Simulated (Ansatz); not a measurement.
# SrCaSeS: complex band structure, part 2 of 3

Wanted: the relaxed cell of SrCaSeS, its band edges and its decay constants. It is built by putting Se for part of the S in the SrCaS2 structure of space group P4/mmm, with the volume rescaled by atomic radii. The parent structure comes from the Materials Project.

Ansatz 0.2.0; PBE DFT, plane waves, PAW files (the session's first sound run).

So far, gap on the k-mesh (eV): step 3 (the bulk crystal and its band edges) 2.29.

The structure was built from a prototype and need not be the compound's stable phase.

### Step 4. Decaying states in the gap, plane (100), k-mesh 6×4×6

This step: PBE DFT, plane waves, PAW files; complex bands by layer matching along the plane's normal (Ansatz 0.2.0).

The same crystal is laid in a cell whose first two vectors span the (100) plane (indices of the standard conventional cell, whose axes can be ordered otherwise than in the bulk input). At fixed energy and wavevector in the plane the solver finds all kz, real and complex. A few wavevectors are listed, (0, 0) and (0.5, 0) in units of the plane's reciprocal vectors; the slowest state needn't be among them.

The input, input.yaml:

```yaml
crystal:
  lattice:
    - [4.240694184, 0.0, 0.0]
    - [0.0, 6.062749476, 0.0]
    - [0.0, 0.0, 4.240694184]
  atoms:
    - { symbol: Sr, position: [0.0, 0.0, 0.0] }
    - { symbol: Ca, position: [0.5, 0.5, 0.5] }
    - { symbol: Se, position: [0.0, 0.5, 0.0] }
    - { symbol: S, position: [0.5, 0.0, 0.5] }
kpoints:
  mp_grid: { grid: [6, 4, 6] }
scf:
  occupations: { method: fixed }
hamiltonian:
  xc: pbe
output:
  eigenvalues: true
  transmission:
    leads: [[0, 0]]
    kpoints: [[0.0, 0.0], [0.5, 0.0]]
    e_range: [-1.0, 3.29]
    de: 0.07
```

Run with:

```
ansatz run input.yaml --threads 2 --pin off --max-ram 4096MiB --backend cpu --events-out ev --progress --plain --runs-dir out
```

Numbers of over 12 decimals in the logs are rounded to 6 here.

The program printed:

```text
[...]
Crystal: 4 atoms, lattice volume = 109.029 Å³
Basis set: ecut = 420 eV, 2141 PW (Γ)
Bands: 26, of which v1, the nominal top of the filled ones, is band 21 counted from 1 (20 counted from 0)
Symmetry: 16 space group operations
[...]
k-points: 30 of 144
[...]
SCF iter   1: F=—  HF=-11740.534940 eV  |F-HF|=—  |Δ(HF+E_count)|=         —  Δρ=5.47e-4  dr2=4.91e-4  ethr=1.77e-3  ⟨swp⟩=5.1  Hψ=3467  notcnv=0  defer=81
[...]
SCF iter   6: F=-11740.536007 eV  HF=-11740.536007 eV  |F-HF|=1.50e-8  |Δ(HF+E_count)|=   9.12e-8  Δρ=5.75e-6  dr2=4.52e-8  ethr=2.38e-10  ⟨swp⟩=11.9  Hψ=4643  notcnv=0
SCF 1 converged in 6 iterations: F = -11740.536007 eV  dr2 = 4.52e-8
[...]
transmission: 7 of 14 steps passed
transmission: 14 of 14 steps passed
SCF converged after 6 iterations
Free energy (F): -11740.536007 eV
[...]
Internal energy: -11740.536007 eV  (E = F + TS)
E sigma→0 (E₀):  -11740.536007 eV
Fermi energy:    6.166778 eV
[...]
--- Band table (eV; the first three rows and the last of 30) ---
  k-point 0: bands = [... 17 lower, 5.5058, 6.1485, 6.1485, 6.1668, 8.4541, 9.4552, 10.1880, 10.1902, ... 1 higher]
  k-point 1: bands = [... 17 lower, 5.3764, 5.4292, 5.8703, 5.9970, 9.0652, 10.0660, 10.2067, 10.3390, ... 1 higher]
  k-point 2: bands = [... 17 lower, 4.5775, 5.1568, 5.4058, 5.5714, 10.2838, 10.4474, 10.7368, 10.7425, ... 1 higher]
  k-point 29: bands = [... 17 lower, 4.7429, 4.7708, 4.9979, 4.9979, 10.3901, 10.3901, 11.1368, 11.1368, ... 1 higher]
--- Transmission ---
  basis      : 231 plane waves across, 7 finite elements along
  points     : 2, as listed
  energies   : 62 from -1.000000 to 3.270000 eV about the Fermi level, 0.070000 eV apart; the leads are filled to 1.143676 eV, and channels, transmission and decay are at 1.170000 eV
  crystal 0  : Sr1Se1Ca1S1, at the sites [0, 0], period 4.2407 Å: whole cells are its period
    offset         : up to 0.0000 Å between an atom of the period and one for which it stands
    channels       : 0.000000e0 a spin
    conductance    : none, the energies end too early or step too widely for 300 K: set another output.transmission.e_range or a lower de, or, where they end at an eighth of basis.ecutwfc, a higher one
    slowest decay  : 0.1992 /Å at (0.0000, 0.0000)
```

Elapsed: 47 s, on 2 threads of Intel Xeon Platinum 8259CL at 2.50GHz (Skylake/Cascade Lake), shared host; peak memory 0.75 GiB.

Numbers from this step:

* level to which the leads are filled: 1.144 eV from the Fermi level
* decay constant at the filling level, zone centre: 0.1992 Å⁻¹
* decay constant at the filling level, slowest listed point: 0.1992 Å⁻¹

K parallel (0, 0); values up to 1.5 1/Å, a degenerate pair printed once or twice; energies at which all values exceed this have no row. Im kz of the slowest decaying states against energy, zero at the highest filled level on the SCF mesh:

```csv
energy (eV),decay 1 (Å⁻¹),decay 2 (Å⁻¹),decay 3 (Å⁻¹),decay 4 (Å⁻¹)
-1.00,0.0583,0.0683,0.761,0.879
-0.79,0.744,0.861,1.08,1.25
-0.58,0.0789,0.175,0.728,0.842
-0.37,0.143,0.305,0.711,0.823
-0.16,0.179,0.373,0.694,0.803
-0.02,0.197,0.404,0.682,0.789
0.05,0.0638,0.110,0.131,0.204
0.26,0.123,0.210,0.221,0.295
0.47,0.155,0.232,0.263,0.396
0.68,0.176,0.239,0.299,0.484
0.89,0.189,0.242,0.324,0.499
1.10,0.198,0.240,0.342,0.507
1.38,0.200,0.234,0.358,0.513
1.59,0.192,0.227,0.365,0.514
1.80,0.173,0.220,0.368,0.513
2.01,0.139,0.212,0.369,0.495
2.22,0.0721,0.203,0.367,0.476
2.43,0.190,0.362,0.457,0.488
2.64,0.173,0.354,0.435,0.456
2.85,0.149,0.343,0.405,0.431
3.06,0.113,0.329,0.364,0.411
3.27,0.0339,0.312,0.318,0.394
```

K parallel (0, 0). Table of Re kz of states that move upwards by energy, zero at the highest filled level on the SCF mesh:

```csv
energy (eV),channel 1 (Å⁻¹),channel 2 (Å⁻¹),channel 3 (Å⁻¹),channel 4 (Å⁻¹),channel 5 (Å⁻¹)
-1.00,-0.480,-0.307,-0.177,-,-
-0.79,-0.596,-0.513,-0.259,-0.247,-0.104
-0.58,-0.486,-0.391,-0.211,-,-
-0.37,-0.374,-0.285,-0.159,-,-
-0.16,-0.239,-0.169,-0.0963,-,-
-0.02,-0.0834,-0.0177,-0.0102,-,-
0.05,-,-,-,-,-
0.26,-,-,-,-,-
0.47,-,-,-,-,-
0.68,-,-,-,-,-
0.89,-,-,-,-,-
1.10,-,-,-,-,-
1.38,-,-,-,-,-
1.59,-,-,-,-,-
1.80,-,-,-,-,-
2.01,-,-,-,-,-
2.22,-,-,-,-,-
2.43,0.110,-,-,-,-
2.64,0.180,-,-,-,-
2.85,0.235,-,-,-,-
3.06,0.284,-,-,-,-
3.27,0.330,-,-,-,-
```

K parallel (0.5, 0); values up to 1.5 1/Å, a degenerate pair printed once or twice; energies at which all values exceed this have no row. Im kz of the slowest decaying states against energy, zero at the highest filled level on the SCF mesh:

```csv
energy (eV),decay 1 (Å⁻¹),decay 2 (Å⁻¹),decay 3 (Å⁻¹),decay 4 (Å⁻¹)
-1.0000,0.158,0.651,0.786,1.20
-0.7200,0.207,0.295,0.716,0.787
-0.5100,0.156,0.188,0.298,0.359
-0.2300,0.242,0.258,0.296,0.356
-0.0200,0.301,0.302,0.338,0.378
0.2600,0.338,0.344,0.373,0.390
0.4700,0.349,0.368,0.390,0.390
0.7500,0.348,0.380,0.392,0.406
1.0300,0.335,0.361,0.410,0.414
1.2400,0.318,0.339,0.418,0.420
1.5200,0.284,0.301,0.419,0.431
1.7300,0.248,0.263,0.417,0.437
2.0100,0.181,0.191,0.412,0.441
2.2200,0.0928,0.0978,0.406,0.443
2.5000,0.395,0.444,0.506,0.665
2.7800,0.381,0.441,0.499,0.646
2.9900,0.369,0.438,0.492,0.630
3.2700,0.349,0.432,0.480,0.606
```

At the listed wavevectors the last open channel is at -0.02 eV and the next at +2.29 eV on the grid. At +1.17 eV, the grid energy nearest the filling level (the middle of the gap on the SCF mesh), the slowest state at the listed wavevectors decays with κ = 0.199 Å⁻¹, its amplitude falling by e over 5.0 Å. Through 1 nm of this crystal that state's transmission falls by exp(−2 × 0.199 Å⁻¹ × 10 Å) = 0.019.

### Step 5. Decay over the two-dimensional zone

The listed points could miss the slowest state, so one energy near mid-gap is solved on a mesh of 8×6.

Edit input.yaml of step 4 so:

```diff
@@ -18,6 +18,2 @@
   eigenvalues: true
-  transmission:
-    leads: [[0, 0]]
-    kpoints: [[0.0, 0.0], [0.5, 0.0]]
-    e_range: [-1.0, 3.29]
-    de: 0.07
+  transmission: { leads: [[0, 0]], kmesh: [8, 6], e_range: [1.14, 1.15], de: 0.05 }
```

The program printed:

```text
[...]
Crystal: 4 atoms, lattice volume = 109.029 Å³
Basis set: ecut = 420 eV, 2141 PW (Γ)
Bands: 26, of which v1, the nominal top of the filled ones, is band 21 counted from 1 (20 counted from 0)
Symmetry: 16 space group operations
[...]
k-points: 30 of 144
[...]
SCF iter   1: F=—  HF=-11740.534940 eV  |F-HF|=—  |Δ(HF+E_count)|=         —  Δρ=5.47e-4  dr2=4.91e-4  ethr=1.77e-3  ⟨swp⟩=5.1  Hψ=3467  notcnv=0  defer=81
[...]
SCF iter   6: F=-11740.536007 eV  HF=-11740.536007 eV  |F-HF|=1.50e-8  |Δ(HF+E_count)|=   9.12e-8  Δρ=5.75e-6  dr2=4.52e-8  ethr=2.38e-10  ⟨swp⟩=11.9  Hψ=4643  notcnv=0
SCF 1 converged in 6 iterations: F = -11740.536007 eV  dr2 = 4.52e-8
[...]
transmission: 21 of 140 steps passed
transmission: 42 of 140 steps passed
[...]
transmission: 140 of 140 steps passed
SCF converged after 6 iterations
Free energy (F): -11740.536007 eV
[...]
Internal energy: -11740.536007 eV  (E = F + TS)
E sigma→0 (E₀):  -11740.536007 eV
Fermi energy:    6.166778 eV
[...]
--- Band table (eV; the first three rows and the last of 30) ---
  k-point 0: bands = [... 17 lower, 5.5058, 6.1485, 6.1485, 6.1668, 8.4541, 9.4552, 10.1880, 10.1902, ... 1 higher]
  k-point 1: bands = [... 17 lower, 5.3764, 5.4292, 5.8703, 5.9970, 9.0652, 10.0660, 10.2067, 10.3390, ... 1 higher]
  k-point 2: bands = [... 17 lower, 4.5775, 5.1568, 5.4058, 5.5714, 10.2838, 10.4474, 10.7368, 10.7425, ... 1 higher]
  k-point 29: bands = [... 17 lower, 4.7429, 4.7708, 4.9979, 4.9979, 10.3901, 10.3901, 11.1368, 11.1368, ... 1 higher]
--- Transmission ---
  basis      : 231 plane waves across, 7 finite elements along
  points     : 20, standing for a mesh of 8 x 6
  energies   : 1 from 1.140000 to 1.140000 eV about the Fermi level; the leads are filled to 1.143676 eV, and channels, transmission and decay are at 1.140000 eV
[...]
channels       : 0.000000e0 a spin
    conductance    : none, crystal 0 has no channel at the energies, or these end too early or step too widely for 300 K: set another output.transmission.e_range or a lower de, or, where they end at an eighth of basis.ecutwfc, a higher one
    slowest decay  : 0.1986 /Å at (0.0000, 0.0000)
```

The job ended after 22 s (2 threads; peak memory 0.76 GiB; 41 s of CPU time).

Numbers from this step:

```
least decay constant on the mesh : 0.1986 Å⁻¹
```

Slowest decay constant (1/Å; 0 where a channel is open) over k1 and k2. At 1.1400 eV from the Fermi level.

Values, 6 rows by 8 columns:
```
0.463 0.421 0.337 0.268 0.242 0.268 0.337 0.421
0.405 0.440 0.338 0.259 0.221 0.259 0.338 0.440
0.327 0.364 0.338 0.254 0.199 0.254 0.338 0.364
0.405 0.440 0.338 0.259 0.221 0.259 0.338 0.440
0.463 0.421 0.337 0.268 0.242 0.268 0.337 0.421
0.447 0.410 0.335 0.273 0.250 0.273 0.335 0.410
```
Columns: k1 (b1) from -0.5 to 0.375; rows upwards: k2 (b2) from -0.5 to 0.333.

The least value on the mesh is 0.199 Å⁻¹ at +1.14 eV. At that energy the listed points give about 0.199 Å⁻¹ by interpolation, so the mesh holds no clearly slower state.

### Step 6. Complex bands, plane (001), k-mesh 6×6×4

The same for the (001) plane, at (0, 0) and (0.5, 0), to see how the decay depends on direction.

The input, input.yaml:

```yaml
crystal:
  lattice:
    - [4.240694184, 0.0, 0.0]
    - [0.0, 4.240694184, 0.0]
    - [0.0, 0.0, 6.062749476]
  atoms:
    - { symbol: Sr, position: [0.0, 0.0, 0.0] }
    - { symbol: Ca, position: [0.5, 0.5, 0.5] }
    - { symbol: Se, position: [0.0, 0.0, 0.5] }
    - { symbol: S, position: [0.5, 0.5, 0.0] }
kpoints:
  mp_grid: { grid: [6, 6, 4] }
scf:
  occupations: { method: fixed }
hamiltonian:
  xc: pbe
output:
  eigenvalues: true
  transmission:
    leads: [[0, 0]]
    kpoints: [[0.0, 0.0], [0.5, 0.0]]
    e_range: [-1.0, 3.29]
    de: 0.09
```

The program printed:

```text
[...]
Crystal: 4 atoms, lattice volume = 109.029 Å³
Basis set: ecut = 420 eV, 2141 PW (Γ)
Bands: 26, of which v1, the nominal top of the filled ones, is band 21 counted from 1 (20 counted from 0)
Symmetry: 16 space group operations
[...]
k-points: 30 of 144
[...]
SCF iter   1: F=—  HF=-11740.534971 eV  |F-HF|=—  |Δ(HF+E_count)|=         —  Δρ=5.49e-4  dr2=4.94e-4  ethr=1.77e-3  ⟨swp⟩=5.1  Hψ=3470  notcnv=0  defer=80
[...]
SCF iter   6: F=-11740.536007 eV  HF=-11740.536007 eV  |F-HF|=1.34e-8  |Δ(HF+E_count)|=   9.42e-8  Δρ=5.54e-6  dr2=4.12e-8  ethr=2.38e-10  ⟨swp⟩=11.9  Hψ=4616  notcnv=0
SCF 1 converged in 6 iterations: F = -11740.536007 eV  dr2 = 4.12e-8
[...]
transmission: 10 of 20 steps passed
transmission: 20 of 20 steps passed
SCF converged after 6 iterations
Free energy (F): -11740.536007 eV
[...]
Internal energy: -11740.536007 eV  (E = F + TS)
E sigma→0 (E₀):  -11740.536007 eV
Fermi energy:    6.166787 eV
[...]
--- Band table (eV; the first three rows and the last of 30) ---
  k-point 0: bands = [... 17 lower, 5.5058, 6.1485, 6.1485, 6.1668, 8.4541, 9.4552, 10.1880, 10.1901, ... 1 higher]
  k-point 1: bands = [... 17 lower, 5.5475, 5.5475, 5.9922, 5.9922, 8.6293, 9.8483, 10.0574, 10.6643, ... 1 higher]
  k-point 2: bands = [... 17 lower, 5.6484, 5.6484, 5.7875, 5.7875, 8.9841, 9.3466, 10.4781, 10.7665, ... 1 higher]
  k-point 29: bands = [... 17 lower, 4.7429, 4.7709, 4.9979, 4.9979, 10.3901, 10.3901, 11.1368, 11.1368, ... 1 higher]
--- Transmission ---
  basis      : 161 plane waves across, 10 finite elements along
  points     : 2, as listed
[...]
crystal 0  : Sr1S1Ca1Se1, at the sites [0, 0], period 6.0627 Å: whole cells are its period
[...]
channels       : 0.000000e0 a spin
[...]
slowest decay  : 0.1871 /Å at (0.0000, 0.0000)
```

Elapsed: 20 s, on 2 threads; peak memory 0.55 GiB; 28 s of CPU time.

Numbers from this step:

```yaml
decay_constant_at_the_filling_level_zone_centre: 0.1871 Å⁻¹
decay_constant_at_the_filling_level_slowest_listed_point: 0.1871 Å⁻¹
```

K parallel (0, 0); values up to 1.5 1/Å, a degenerate pair printed once or twice; energies at which all values exceed this have no row. Im kz of the slowest decaying states against energy, zero at the highest filled level on the SCF mesh:

```csv
energy (eV),decay 1 (Å⁻¹),decay 2 (Å⁻¹),decay 3 (Å⁻¹),decay 4 (Å⁻¹)
-1.00,0.389,0.646,1.02,1.23
-0.82,0.405,0.560,0.993,1.21
-0.55,0.423,0.734,0.952,1.18
-0.37,0.431,0.784,0.923,1.16
-0.19,0.438,0.815,0.894,1.14
-0.01,0.0541,0.444,0.836,0.863
0.08,0.0631,0.178,0.446,0.844
0.26,0.109,0.275,0.449,0.815
0.44,0.137,0.328,0.451,0.780
0.71,0.163,0.374,0.453,0.725
0.89,0.175,0.392,0.452,0.685
1.16,0.187,0.408,0.451,0.619
1.34,0.192,0.413,0.448,0.571
1.52,0.194,0.414,0.445,0.516
1.79,0.194,0.411,0.420,0.440
1.97,0.192,0.338,0.405,0.435
2.15,0.187,0.224,0.397,0.429
2.42,0.176,0.380,0.420,0.734
2.60,0.164,0.366,0.412,0.696
2.78,0.148,0.349,0.404,0.657
3.05,0.0703,0.110,0.317,0.389
3.23,0.0577,0.292,0.377,0.547
```

K parallel (0.5, 0); values up to 1.5 1/Å, a degenerate pair printed once or twice; energies at which all values exceed this have no row. Table of Im kz of the slowest decaying states by energy, zero at the highest filled level on the SCF mesh:

```csv
energy (eV),decay 1 (Å⁻¹),decay 2 (Å⁻¹),decay 3 (Å⁻¹),decay 4 (Å⁻¹)
-1.00,0.138,0.386,0.526,0.569
-0.82,0.195,0.373,0.413,0.534
-0.64,0.260,0.448,0.469,0.599
-0.46,0.297,0.469,0.522,0.638
-0.28,0.322,0.484,0.555,0.664
-0.19,0.332,0.489,0.568,0.673
-0.01,0.348,0.498,0.588,0.680
0.17,0.362,0.504,0.602,0.683
0.35,0.373,0.507,0.612,0.683
0.53,0.383,0.509,0.620,0.680
0.71,0.391,0.509,0.624,0.675
0.89,0.399,0.507,0.626,0.667
1.07,0.406,0.505,0.627,0.658
1.16,0.409,0.503,0.627,0.652
1.34,0.416,0.499,0.625,0.639
1.52,0.423,0.493,0.622,0.623
1.70,0.430,0.487,0.605,0.618
1.88,0.440,0.479,0.582,0.613
2.06,0.455,0.471,0.551,0.607
2.24,0.461,0.494,0.600,0.641
2.42,0.450,0.484,0.592,0.628
2.51,0.444,0.478,0.587,0.620
2.69,0.432,0.466,0.578,0.604
2.87,0.418,0.452,0.567,0.586
3.05,0.402,0.436,0.556,0.567
3.23,0.385,0.418,0.543,0.546
```

At the listed wavevectors the last open channel is at -0.01 eV and the next at +2.33 eV on the grid. At +1.16 eV, the grid energy nearest the filling level (the middle of the gap on the SCF mesh), the slowest state at the listed wavevectors decays with κ = 0.187 Å⁻¹, its amplitude falling by e over 5.3 Å; the first such run, plane (100), gave 0.199 Å⁻¹.

### Step 7. Band edges at another level, cutoff 1170.09 eV

This step: PBE DFT, plane waves, norm-conserving files (Ansatz 0.2.0).

The edges again with norm-conserving files, at the same atoms. Against that run the cutoff is 1170 eV against 420.

The input, input.yaml:

```yaml
crystal:
  lattice:
    - [4.240694184, 0.0, 0.0]
    - [0.0, 4.240694184, 0.0]
    - [0.0, 0.0, 6.0627494763]
  atoms:
    - { symbol: Sr, position: [0.0, 0.0, 0.0] }
    - { symbol: Ca, position: [0.5, 0.5, 0.5] }
    - { symbol: Se, position: [0.0, 0.0, 0.5] }
    - { symbol: S, position: [0.5, 0.5, 0.0] }
kpoints:
  mp_grid: { grid: [6, 6, 4] }
  band_path: { path: [VBM, CBM], npoints: 30 }
scf:
  occupations: { method: fixed }
hamiltonian:
  xc: pbe
  pseudopotentials: { kind: nc }
output:
  eigenvalues: true
```

The program printed:

```text
[...]
Crystal: 4 atoms, lattice volume = 109.029 Å³
Basis set: ecut = 1170.089609 eV, 9909 PW (Γ)
Bands: 26, of which v1, the nominal top of the filled ones, is band 21 counted from 1 (20 counted from 0)
Symmetry: 16 space group operations
[...]
k-points: 30 of 144
[...]
SCF iter   1: F=—  HF=-5593.991101 eV  |F-HF|=—  |Δ(HF+E_count)|=         —  Δρ=5.87e-2  dr2=6.66e0  ethr=3.10e-3  ⟨swp⟩=9.5  Hψ=4860  notcnv=0  defer=90
[...]
SCF iter   8: F=-5591.700169 eV  HF=-5591.700169 eV  |F-HF|=5.73e-9  |Δ(HF+E_count)|=   4.41e-7  Δρ=5.68e-6  dr2=3.47e-8  ethr=2.38e-10  ⟨swp⟩=19.9  Hψ=6415  notcnv=0
SCF 1 converged in 8 iterations: F = -5591.700169 eV  dr2 = 3.47e-8
[...]
SCF converged after 8 iterations
Free energy (F): -5591.700169 eV
[...]
Internal energy: -5591.700169 eV  (E = F + TS)
E sigma→0 (E₀):  -5591.700169 eV
Fermi energy:    6.352596 eV
[...]
--- Band table (eV; the first three rows and the last of 30) ---
  k-point 0: bands = [... 17 lower, 5.6912, 6.3344, 6.3344, 6.3526, 8.6414, 9.6387, 10.3755, 10.3760, ... 1 higher]
  k-point 1: bands = [... 17 lower, 5.7330, 5.7330, 6.1781, 6.1781, 8.8163, 10.0364, 10.2408, 10.8491, ... 1 higher]
  k-point 2: bands = [... 17 lower, 5.8335, 5.8335, 5.9737, 5.9737, 9.1693, 9.5368, 10.6608, 10.9488, ... 1 higher]
  k-point 29: bands = [... 17 lower, 4.9294, 4.9572, 5.1835, 5.1835, 10.5742, 10.5742, 11.3258, 11.3258, ... 1 higher]
```

Wall time 37 s (2 threads); peak memory 0.68 GiB; 73 s of CPU time.

This step gave:

- free energy: -5591.7002 eV
- Fermi energy: 6.353 eV
- gap on the k-mesh: 2.289 eV
- gap on path: 2.289 eV, by band count; negative where bands overlap
- direct gap on path: 2.289 eV

Levels at VBM (eV): -1.91, -0.66, -0.66, -0.02, -0.02, 0.00, 2.29, 3.29, 4.02, 4.02, 4.02.

The searched edges give 2.29 eV, as on the mesh.

(Part 2 of 3 ends here.)

[Logs are printed without paths, hosts, clocks, repeated set-up lines and the standing remarks that a program may print on its own settings, such as how far it seeks lower states.]

[Hosts, paths, dates, database ids (printed as entryN), source tags and the programs' standing remarks are cut or masked in the printed files.]
